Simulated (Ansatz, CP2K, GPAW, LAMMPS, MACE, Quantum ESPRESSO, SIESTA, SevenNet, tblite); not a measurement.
# Running ionic liquid Pyr13+ Cl- at 400 K (112 atoms) with CP2K

Wanted: CP2K inputs and outputs for ionic liquid Pyr13+ Cl- at 400 K (112 atoms), checked against a plane-wave reference.

Program: CP2K 2026.2. Level of theory: the method is named at each step. Results are calculated unless marked as measured.

**1. Set-up**

The cell holds 112 atoms: 32 C, 4 N, 72 H and 4 Cl. Its edges and angles: a = 10.205 Å, b = 10.205 Å, c = 10.205 Å, α = 90.0°, β = 90.0°, γ = 90.0°. 4 Pyr13+, 4 Cl- placed at random, at 1.02 g/cm³; overlaps pushed apart, then 10 ps at 700 K with Joung-Cheatham ions (J. Phys. Chem. B 112, 9020 (2008)); MMFF94 bonds, angles, torsions, charges and radii (Halgren, J. Comput. Chem. 17, 490 (1996)) in harmonic and 12-6 forms; charges of ions scaled by 0.8. Snapshot after 30 ps at 400 K and fixed volume.

The yardstick, on the same geometry:

```
method                                           : Kohn-Sham DFT, PBE, PAW, plane waves (Ansatz 0.2.0); cutoff 420 eV, Γ point, fermi-dirac smearing of 0.05 eV; PAW set soft_2
r.m.s. force component                           : 0.9427 eV/Å
longest force                                    : 3.394 eV/Å
pressure                                         : 2.023 GPa
gap (highest filled to lowest empty level) : 4.007 eV
SCF cycles                                       : 9
time                                             : 4.2 s on 8 threads of Arm Neoverse V2, shared host
CPU time                                         : 29 s
```

**2. PBE, DZVP-UZH, 600/50 Ry, OT CG**

Method: Kohn-Sham DFT, PBE, GTH-PBE pseudopotentials, Gaussian and plane waves, DZVP-MOLOPT (UZH set), orbital transformation.

The input, input.inp:

```
&GLOBAL
  PROJECT cell
  RUN_TYPE ENERGY_FORCE
  PRINT_LEVEL LOW
&END GLOBAL
&FORCE_EVAL
  METHOD QS
  STRESS_TENSOR ANALYTICAL
  &DFT
    BASIS_SET_FILE_NAME BASIS_MOLOPT_UZH
    POTENTIAL_FILE_NAME POTENTIAL_UZH
    &MGRID
      CUTOFF 600
      REL_CUTOFF 50
      NGRIDS 5
    &END MGRID
    &QS
      EPS_DEFAULT 1.0E-12
    &END QS
    &SCF
      SCF_GUESS ATOMIC
      EPS_SCF 1.0E-06
      MAX_SCF 30
      &OT
        MINIMIZER CG
        PRECONDITIONER FULL_ALL
        ENERGY_GAP 0.001
      &END OT
      &OUTER_SCF
        EPS_SCF 1.0E-06
        MAX_SCF 8
      &END OUTER_SCF
      &PRINT
        &RESTART OFF
        &END RESTART
      &END PRINT
    &END SCF
    &XC
      &XC_FUNCTIONAL PBE
      &END XC_FUNCTIONAL
    &END XC
    &PRINT
      &MULLIKEN ON
      &END MULLIKEN
      &LOWDIN ON
      &END LOWDIN
      &MO_CUBES
        NHOMO 1
        NLUMO 4
        WRITE_CUBE F
      &END MO_CUBES
    &END PRINT
  &END DFT
  &SUBSYS
    &CELL
      A 10.20511 0.00000 0.00000
      B 0.00000 10.20511 0.00000
      C 0.00000 0.00000 10.20511
    &END CELL
    &COORD
      SCALED
      C 0.12325 0.57522 0.40317
      C 0.01949 0.60848 0.30369
      C 0.01471 0.75656 0.28941
      N 0.90774 0.79978 0.20154
      C 0.77893 0.77925 0.28447
      C 0.92284 0.94143 0.17709
      C 0.02388 0.95039 0.06072
      C 0.01035 0.81277 0.99683
      C 0.90698 0.74343 0.06747
      H 0.12057 0.46997 0.40940
      H 0.09078 0.62080 0.49407
      H 0.22548 0.60745 0.38346
      H 0.05580 0.56550 0.21891
      H 0.92022 0.57668 0.33520
      H 0.09863 0.78931 0.23962
      H 0.00404 0.80245 0.38397
      H 0.75542 0.67502 0.29690
      H 0.70619 0.84198 0.23841
      H 0.79822 0.82336 0.38208
      H 0.83518 0.97594 0.11851
      H 0.94871 0.99695 0.26874
      H 0.99781 0.03045 0.00033
      H 0.13104 0.96439 0.09388
      H 0.10593 0.75820 0.01335
      H 0.98470 0.82748 0.89929
      H 0.92246 0.63867 0.07607
      H 0.80483 0.77291 0.02866
      C 0.13475 0.45364 0.96582
      C 0.20328 0.36892 0.07723
      C 0.31314 0.44783 0.14579
      N 0.39420 0.37520 0.24882
      C 0.47466 0.48765 0.30992
      C 0.32548 0.30407 0.35320
      C 0.40549 0.18517 0.37975
      C 0.52689 0.18843 0.29048
      C 0.48332 0.27452 0.17733
      H 0.12112 0.55493 0.98481
      H 0.19276 0.43777 0.87658
      H 0.03804 0.41545 0.94807
      H 0.12714 0.34722 0.14736
      H 0.23684 0.27859 0.03087
      H 0.38428 0.46936 0.07302
      H 0.28121 0.53306 0.18941
      H 0.41509 0.56230 0.34944
      H 0.54046 0.44370 0.38350
      H 0.54204 0.51506 0.23550
      H 0.22663 0.29084 0.31856
      H 0.32801 0.36632 0.44847
      H 0.42624 0.16253 0.48187
      H 0.35630 0.10095 0.35006
      H 0.60508 0.23773 0.34204
      H 0.55509 0.09216 0.26810
      H 0.42327 0.22463 0.10809
      H 0.56586 0.31927 0.13156
      C 0.61063 0.55739 0.96717
      C 0.60228 0.66657 0.86514
[... 52 atom lines left out ...]
      Cl 0.40107 0.82358 0.21104
      Cl 0.87998 0.77546 0.62125
      Cl 0.84444 0.30723 0.17877
      Cl 0.37334 0.31260 0.70476
    &END COORD
    &KIND C
      BASIS_SET DZVP-MOLOPT-PBE-GTH-q4
      POTENTIAL GTH-PBE-q4
    &END KIND
    &KIND N
      BASIS_SET DZVP-MOLOPT-PBE-GTH-q5
      POTENTIAL GTH-PBE-q5
    &END KIND
    &KIND H
      BASIS_SET DZVP-MOLOPT-PBE-GTH-q1
      POTENTIAL GTH-PBE-q1
    &END KIND
    &KIND Cl
      BASIS_SET DZVP-MOLOPT-PBE-GTH-q7
      POTENTIAL GTH-PBE-q7
    &END KIND
  &END SUBSYS
  &PRINT
    &FORCES ON
    &END FORCES
    &STRESS_TENSOR ON
    &END STRESS_TENSOR
  &END PRINT
&END FORCE_EVAL
```

The run is started by

```bash
OMP_NUM_THREADS=1 mpirun -np 4 cp2k.psmp -i input.inp > output.txt
```

Numbers of over 12 decimals in the logs are rounded to 6 here.

Log:

```text
CP2K| version string:                                       CP2K version 2026.2
 CP2K| Input file name                                                 input.inp
 GLOBAL| Basis set file name                                    BASIS_MOLOPT_UZH
 GLOBAL| Potential file name                                       POTENTIAL_UZH
 GLOBAL| Run type                                                   ENERGY_FORCE
 GLOBAL| Total number of message passing processes                             4
 GLOBAL| Number of threads for this process                                    1
 TOTAL NUMBERS AND MAXIMUM NUMBERS
  Total number of            - Atomic kinds:                                   4
                             - Atoms:                                        112
                             - Shell sets:                                   112
                             - Shells:                                       416
                             - Primitive Cartesian functions:                556
                             - Cartesian basis functions:                    920
                             - Spherical basis functions:                    880
  Maximum angular momentum of- Orbital basis functions:                        2
                             - Local part of the GTH pseudopotential:          2
                             - Non-local part of the GTH pseudopotential:      2
 SCF PARAMETERS         Density guess:                                    ATOMIC
                        max_scf:                                              30
                        eps_scf:                                        1.00E-06
                        Outer loop SCF in use
                        eps_scf                                         1.00E-06
                        max_scf                                                8
 Extrapolation method: initial_guess
 Number of electrons:                                                        248
[... lines left out ...]
  Step     Update method      Time    Convergence         Total energy    Change
[... lines left out ...]
  Hartree energy:                                             309.925195
  Exchange-correlation energy:                               -104.063448
  Total energy:                                              -324.394612
  outer SCF iter =    1 RMS gradient =   0.88E-05 energy =       -324.3946115739
  ----------------------------------- OT ---------------------------------------
  Minimizer      : CG                  : conjugate gradient
  Preconditioner : FULL_ALL            : diagonalization, state selective
  Precond_solver : DEFAULT
  Line search    : 2PNT                : 2 energies, one gradient
  stepsize       :    0.15000000                  energy_gap     :    0.00100000
  eps_taylor     :   0.10000E-15                  max_taylor     :             4
  ----------------------------------- OT ---------------------------------------
  Step     Update method      Time    Convergence         Total energy    Change
[...]
- OT LS       0.24E+00    1.1                     -324.3946142229
     2 OT CG       0.24E+00    3.2     0.00000396      -324.3946145433 -2.37E-06
     - OT LS       0.90E-01    1.1                     -324.3946144115
     3 OT CG       0.90E-01    3.2     0.00000049      -324.3946146199 -7.66E-08
  *** SCF run converged in     3 steps ***
  Electronic density on regular grids:       -247.9999999999        0.0000000001
  Core density on regular grids:              247.9999999998       -0.0000000002
  Total charge density on r-space grids:       -0.0000000001
  Total charge density g-space grids:          -0.0000000001
  Overlap energy of the core charge distribution:               2.90702e-05
  Self energy of the core charge distribution:               -762.065509
  Core Hamiltonian energy:                                    231.809885
  Hartree energy:                                             309.924587
  Exchange-correlation energy:                               -104.063607
  Total energy:                                              -324.394615
  outer SCF iter =    2 RMS gradient =   0.49E-06 energy =       -324.3946146199
  outer SCF loop converged in   2 iterations or   64 steps
 !-----------------------------------------------------------------------------!
                     Mulliken Population Analysis
 #  Atom  Element  Kind  Atomic population                           Net charge
       1     C        1          4.289262                             -0.289262
       2     C        1          4.172742                             -0.172742
       3     C        1          4.100521                             -0.100521
[...]
# Total charge                            248.000000                  0.000000
 !-----------------------------------------------------------------------------!
 LOWDIN POPULATION ANALYSIS
 #  Atom  Element  Kind  Atomic population                           Net charge
[...]
111     Cl       4          7.686767                             -0.686767
     112     Cl       4          7.641733                             -0.641733
 # Total charge                            248.000000                  0.000000
  Eigenvalues of the occupied subspace spin            1
      -0.79344871     -0.78646548     -0.78084697     -0.77195756
      -0.60505640     -0.60331073     -0.59864995     -0.58856093
      -0.56376916     -0.55986480     -0.55778434     -0.54956450
[...]
-0.00578182     -0.00508508     -0.00433769     -0.00293864
 Fermi Energy [eV] :   -0.079964
  Using OT eigensolver for additional unoccupied orbitals spin            1
  Lowest Eigenvalues of the unoccupied subspace spin            1
 OT| Eigensolver reached convergence in 245 iterations
       0.16107383      0.17597996      0.17671323      0.18274456
 HOMO - LUMO gap [eV] :    4.463006
 ENERGY| Total FORCE_EVAL ( QS ) energy [hartree]           -324.394615
 FORCES| Atomic forces [hartree/bohr]
 FORCES|   Atom     x               y               z               |f|
 FORCES|      1 -1.56182523E-03  5.04644327E-03  1.58604351E-02   1.67170359E-02
 FORCES|      2 -5.87164206E-03  3.43824174E-02  2.75241168E-02   4.44320133E-02
 FORCES|      3  3.25268243E-03 -2.53354621E-02 -1.35598080E-02   2.89194394E-02
[...]
FORCES|    111  1.15970871E-03  2.63346578E-03  2.34592573E-03   3.71260472E-03
 FORCES|    112  1.73859985E-03  4.43192498E-03  4.81061079E-04   4.78498780E-03
 FORCES| Sum    -4.15168080E-05 -4.09767445E-05  9.91902104E-05
 FORCES| Total atomic force                                       1.15071442E-04
 STRESS| Analytical stress tensor [bar]
 STRESS|                        x                   y                   z
 STRESS|      x        1.70185514193E+04   2.28202805328E+03  -1.98777582872E+03
 STRESS|      y        2.28202805328E+03   2.95097773049E+04   1.05000928840E+03
 STRESS|      z       -1.98777582872E+03   1.05000928840E+03   2.50134434410E+04
 STRESS| 1/3 Trace                                             2.38472573884E+04
```

Run time: 2.5 min. Hardware: 4 MPI ranks of Arm Neoverse V2, shared host; peak memory 2.6 GiB; 10 min of CPU time.

Banners, paths, timers and routine set-up lines are dropped from the logs unmarked, and long logs keep their key lines alone; longer cuts are marked.

Numbers from this run, and their distance from the reference:

- r.m.s. force component: 0.9644 eV/Å
- r.m.s. difference of force components: 40.47 meV/Å
- longest difference of force vectors: 176.4 meV/Å
- force difference over r.m.s. force: 4.293 %
- slope of forces against the reference's: 1.022
- correlation of force components: 0.9994
- gap (highest filled to lowest empty level): 4.463 eV
- gap difference: 0.4556 eV
- pressure: 2.385 GPa
- pressure difference: 0.3613 GPa

Length of the force difference by element (eV/Å):

```
element  atoms   mean   most
      C     32   0.10   0.18
     Cl      4  0.017  0.024
      H     72  0.041  0.091
      N      4  0.058  0.078
```

Local excerpt of 9 atoms (numbers count through the whole input) about N4, one of the 4 N atoms; x, y, z are measured from there.

| atom | x | y | z | distance (Å) | bonds | Mulliken charge (e) | Fx | Fy | Fz (eV/Å) |
| --- | --- | --- | --- | --- | --- | --- | --- | --- | --- |
| N4 | 0.00 | 0.00 | 0.00 | 0.00 | 4 | 0.00 | -2.27 | 0.34 | 2.46 |
| C6 | 0.15 | 1.45 | -0.25 | 1.48 | 4 | -0.11 | 0.37 | 1.75 | -1.63 |
| C3 | 1.09 | -0.44 | 0.90 | 1.48 | 4 | -0.10 | 0.17 | -1.30 | -0.70 |
| C9 | -0.01 | -0.58 | -1.37 | 1.48 | 4 | -0.10 | -2.65 | -0.18 | 0.22 |
| C5 | -1.31 | -0.21 | 0.85 | 1.58 | 4 | -0.18 | 0.74 | 0.93 | -0.34 |
| H15 | 1.95 | -0.11 | 0.39 | 1.99 | 1 | 0.14 | 1.91 | 0.52 | -0.25 |
| H27 | -1.05 | -0.27 | -1.76 | 2.07 | 1 | 0.11 | 1.35 | -0.87 | 0.40 |
| H26 | 0.15 | -1.64 | -1.28 | 2.09 | 1 | 0.14 | -0.44 | -0.42 | -0.23 |
| H16 | 0.98 | 0.03 | 1.86 | 2.11 | 1 | 0.13 | -0.20 | 0.38 | 0.50 |

Forces lie 4.3 % from the reference's, at 21 times its CPU time (on 4 against 8 cores); the SCF took 64 steps, which the time reflects.

**3. GFN1-xTB, OT DIIS**

Method: GFN1-xTB tight binding (the program's own implementation), orbital transformation.

The input, input.inp:

```
&GLOBAL
  PROJECT cell
  RUN_TYPE ENERGY_FORCE
  PRINT_LEVEL LOW
&END GLOBAL
&FORCE_EVAL
  METHOD QS
  STRESS_TENSOR ANALYTICAL
  &DFT
    &QS
      METHOD XTB
      &XTB
        GFN_TYPE 1
        DO_EWALD T
        CHECK_ATOMIC_CHARGES F
      &END XTB
    &END QS
    &SCF
      SCF_GUESS ATOMIC
      EPS_SCF 1.0E-06
      MAX_SCF 30
      &OT
        MINIMIZER DIIS
        PRECONDITIONER FULL_SINGLE_INVERSE
      &END OT
      &OUTER_SCF
        EPS_SCF 1.0E-06
        MAX_SCF 8
      &END OUTER_SCF
      &PRINT
        &RESTART OFF
        &END RESTART
      &END PRINT
    &END SCF
    &PRINT
      &MULLIKEN ON
      &END MULLIKEN
      &MO_CUBES
        NHOMO 1
        NLUMO 4
        WRITE_CUBE F
      &END MO_CUBES
    &END PRINT
  &END DFT
  &SUBSYS
    &CELL
      A 10.20511 0.00000 0.00000
      B 0.00000 10.20511 0.00000
      C 0.00000 0.00000 10.20511
    &END CELL
    &COORD
      SCALED
[... 112 atom lines left out: the same atoms as in the first run ...]
    &END COORD
  &END SUBSYS
  &PRINT
    &FORCES ON
    &END FORCES
    &STRESS_TENSOR ON
    &END STRESS_TENSOR
  &END PRINT
&END FORCE_EVAL
```

The run is started by

```bash
OMP_NUM_THREADS=1 cp2k.psmp -i input.inp > output.txt
```

Log:

```text
CP2K| version string:                                       CP2K version 2026.2
 CP2K| Input file name                                                 input.inp
 GLOBAL| Basis set file name                                           BASIS_SET
 GLOBAL| Potential file name                                           POTENTIAL
 GLOBAL| Run type                                                   ENERGY_FORCE
 GLOBAL| Total number of message passing processes                             1
 GLOBAL| Number of threads for this process                                    1
[... lines left out ...]
 Number of electrons:                                                        248
[... lines left out ...]
  Step     Update method      Time    Convergence         Total energy    Change
[... lines left out ...]
  *** SCF run converged in    10 steps ***
[... lines left out ...]
  Total energy:                                              -136.321292
[... lines left out ...]
  outer SCF loop converged in   1 iterations or   10 steps
[... lines left out ...]
      -0.72064279     -0.72020057     -0.71928159     -0.71207456
[...]
-0.46788691     -0.46763068     -0.46749759     -0.46730210
      -0.46699166     -0.46652972     -0.46641532     -0.46454887
 Fermi Energy [eV] :  -12.641018
 ENERGY| Total FORCE_EVAL ( QS ) energy [hartree]           -136.321292
 FORCES| Atomic forces [hartree/bohr]
 FORCES|   Atom     x               y               z               |f|
 FORCES|      1  1.53328147E-03  5.65897788E-03  2.00620320E-02   2.09011988E-02
 FORCES|      2 -1.03043860E-02  2.46806766E-02  2.22801242E-02   3.48097702E-02
 FORCES|      3 -5.64172500E-03 -1.44401868E-02 -1.15577724E-02   1.93372738E-02
[...]
FORCES|    111 -4.19983332E-04  9.01810090E-04  1.94234832E-03   2.18228422E-03
 FORCES|    112  1.48186922E-03  6.77608071E-04 -8.23996316E-04   1.82594059E-03
 FORCES| Sum     3.17757973E-15  3.07089423E-15 -1.49637247E-14
 FORCES| Total atomic force                                       1.56025787E-14
 STRESS| Analytical stress tensor [bar]
 STRESS|                        x                   y                   z
 STRESS|      x       -1.79948230297E+04   3.12186620996E+03  -2.42568167025E+03
 STRESS|      y        3.12186620996E+03  -4.58893620086E+03   1.57289108095E+03
 STRESS|      z       -2.42568167025E+03   1.57289108095E+03  -7.17912527842E+03
 STRESS| 1/3 Trace                                            -9.92096150299E+03
```

Wall time 3 s (1 thread); peak memory 0.37 GiB.

Numbers from this run, and their distance from the reference:

```
r.m.s. force component                  : 0.9051 eV/Å
r.m.s. difference of force components   : 191.3 meV/Å
longest difference of force vectors     : 866.1 meV/Å
force difference over r.m.s. force      : 20.29 %
slope of forces against the reference's : 0.9403
correlation of force components         : 0.9794
pressure                                : -0.9921 GPa
pressure difference                     : -3.015 GPa
```

Against the first run (4.3 %), the force difference from the reference is 20 %, at 0.0049 times the CPU time (on 1 against 4 cores) (10 SCF steps against 64); the model has changed, so this is no error of the program alone.

(Continued in part 2 of 3.)

[Also dropped from logs without a mark: logging warnings of Python, and SIESTA's first energy breakdown and zero terms.]

[Logs are printed without paths, hosts, clocks, repeated set-up lines and the standing remarks that a program may print on its own settings, such as how far it seeks lower states.]

[Hosts, paths, dates, database ids (printed as entryN), source tags and the programs' standing remarks are cut or masked in the printed files.]

[The MMFF94 radii named for the starting cell were scaled by 0.96; in molecules described by MMFF94, hydrogen bound to N, O or S took a small fixed 12-6 site in their place.]
